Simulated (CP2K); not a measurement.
Consider silylacetaldehyde at its PBE geometry (Å).

```xyz
10

O     2.2719   -0.7002   -0.4550
C     1.5255    0.1055    0.0824
C     0.2057   -0.2382    0.7003
Si   -1.2217    0.0727   -0.5184
H     1.7991    1.1901    0.1119
H     0.0187    0.3970    1.5796
H     0.1853   -1.2980    0.9890
H    -1.0840   -0.8296   -1.6920
H    -1.1894    1.4901   -0.9763
H    -2.5110   -0.1894    0.1786
```

Method: CP2K XAS_TDP, all-electron GAPW, PBEh(45%), aug-pc-1, TDA, no relativity.

Q: Predict the bright core excitations at the C K edge.

Leading lines: C2 281.51 eV and C3 283.57 eV. The leading line of an atom is its first one with 35 % of the strongest within 2.5 eV of its lowest line over the strength cut. 

The first six lines of each atom with a strength over 0.0015:

| atom | energy (eV) | states | strength, one atom |
| --- | --- | --- | --- |
| C2 (bonded to C, O and H) | 281.51 | 1 | 0.0721 |
|  | 286.29 | 1 | 0.0144 |
|  | 287.09 | 1 | 0.0025 |
|  | 287.41 | 1 | 0.0020 |
|  | 287.58 | 1 | 0.0025 |
|  | 287.78 | 1 | 0.0020 |
| C3 (bonded to C, Si and 2 H) | 283.57 | 1 | 0.0098 |
|  | 284.16 | 1 | 0.0252 |
|  | 284.38 | 1 | 0.0211 |
|  | 284.94 | 1 | 0.0033 |
|  | 285.02 | 1 | 0.0022 |
|  | 285.10 | 1 | 0.0046 |

Lines are vertical, at one geometry, with no vibrational structure. Without a correction of the core level, line positions, and the gaps between valence and Rydberg lines, follow the share of exact exchange. At this level such K lines come out 3 to 6 eV under measured ones. These values hold no scalar relativity, about 0.1 eV for C 1s. Rydberg lines, and the discretised continuum above threshold, depend on the basis and the box.

[Banner, clock and machine lines of the logs are left out without a mark of their own.]

[Logs are printed without paths, hosts, clocks, repeated set-up lines and the standing remarks that a program may print on its own settings, such as how far it seeks lower states.]

[Hosts, paths, dates, database ids (printed as entryN), source tags and the programs' standing remarks are cut or masked in the printed files.]
